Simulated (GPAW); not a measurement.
# BN (P6_3mc): refractive index against wavelength

The refractive index of BN (P6_3mc) along x below the direct gap (8.33 eV on the mesh) is read from one computed spectrum, n = √(Re ε). x, y and z are the Cartesian axes of the input cell.

It takes space group P6_3mc (No. 186, hexagonal). Conventional cell: a = 2.536 Å, b = 2.536 Å, c = 4.199 Å, α = 90.00°, β = 90.00°, γ = 120.00°. N on site b is surrounded by 4 B at 1.56 to 1.57 Å. Around B on site b lie 4 N at 1.56 to 1.57 Å.

Method: GPAW 26.7.0, PBE, RPA, k-mesh 15×15×7, local fields up to 50 eV, Lorentzian half width 0.12 eV.

Launch of the response step: `OMP_NUM_THREADS=1 python df.py`. The run took 67 s, its band step included, on 1 thread of Arm Neoverse V1 (shared host).

| wavelength (nm) | photon energy E (eV) | n |
| --- | --- | --- |
| 532 | 2.331 | 2.1365 |
| 450 | 2.755 | 2.1483 |
| 405 | 3.061 | 2.1582 |
| 365 | 3.397 | 2.1706 |
| 308 | 4.025 | 2.1986 |
| 266 | 4.661 | ? |
| 248 | 4.999 | 2.2566 |

In the single-oscillator model n² − 1 = E₀E_d/(E₀² − E²), so 1/(n² − 1) = E₀/E_d − E²/(E₀E_d) is linear in E².

Working, on the rows shown:

| x = E² (eV²) | y = 1/(n² − 1) |
| --- | --- |
| 5.43137 | 0.280534 |
| 7.59115 | 0.27661 |
| 9.37179 | 0.273386 |
| 11.5384 | 0.269433 |
| 16.2043 | 0.260835 |
| 24.9936 | 0.244365 |

Means: x̄ = 12.522, ȳ = 0.26753. Σ(x − x̄)(y − ȳ) = -0.4709, Σ(x − x̄)² = 254.6. Slope = -0.4709 / 254.6 = -0.00185; intercept = ȳ − slope · x̄ = 0.29069. Turned back into n, the line misses the rows shown by at most 0.0004.

Fill in the last column of the withheld row.

At x = 21.725 the line gives y = 0.2505, that is 2.2343. The run gave 2.2342, so the interpolation is off by 6.6e-05, 0.1 % of the range in the table.

Refitted with all rows, the slope is -0.001849 and the intercept 0.29068. These give E₀ = √(intercept/−slope) = 12.54 eV and E_d = E₀/intercept = 43.1 eV; E₀ is 1.5 times the direct gap. The electronic limit at long wavelengths, without lattice vibrations, is n = √(1 + 1/intercept) = 2.107. The cell comes from an older database entry, whose edges can be off by a per cent or so. Excitons are left out; PBE gaps are as a rule too small. The values come from a sum over the points of one k-mesh and carry its error, which grows as the direct gap shrinks.
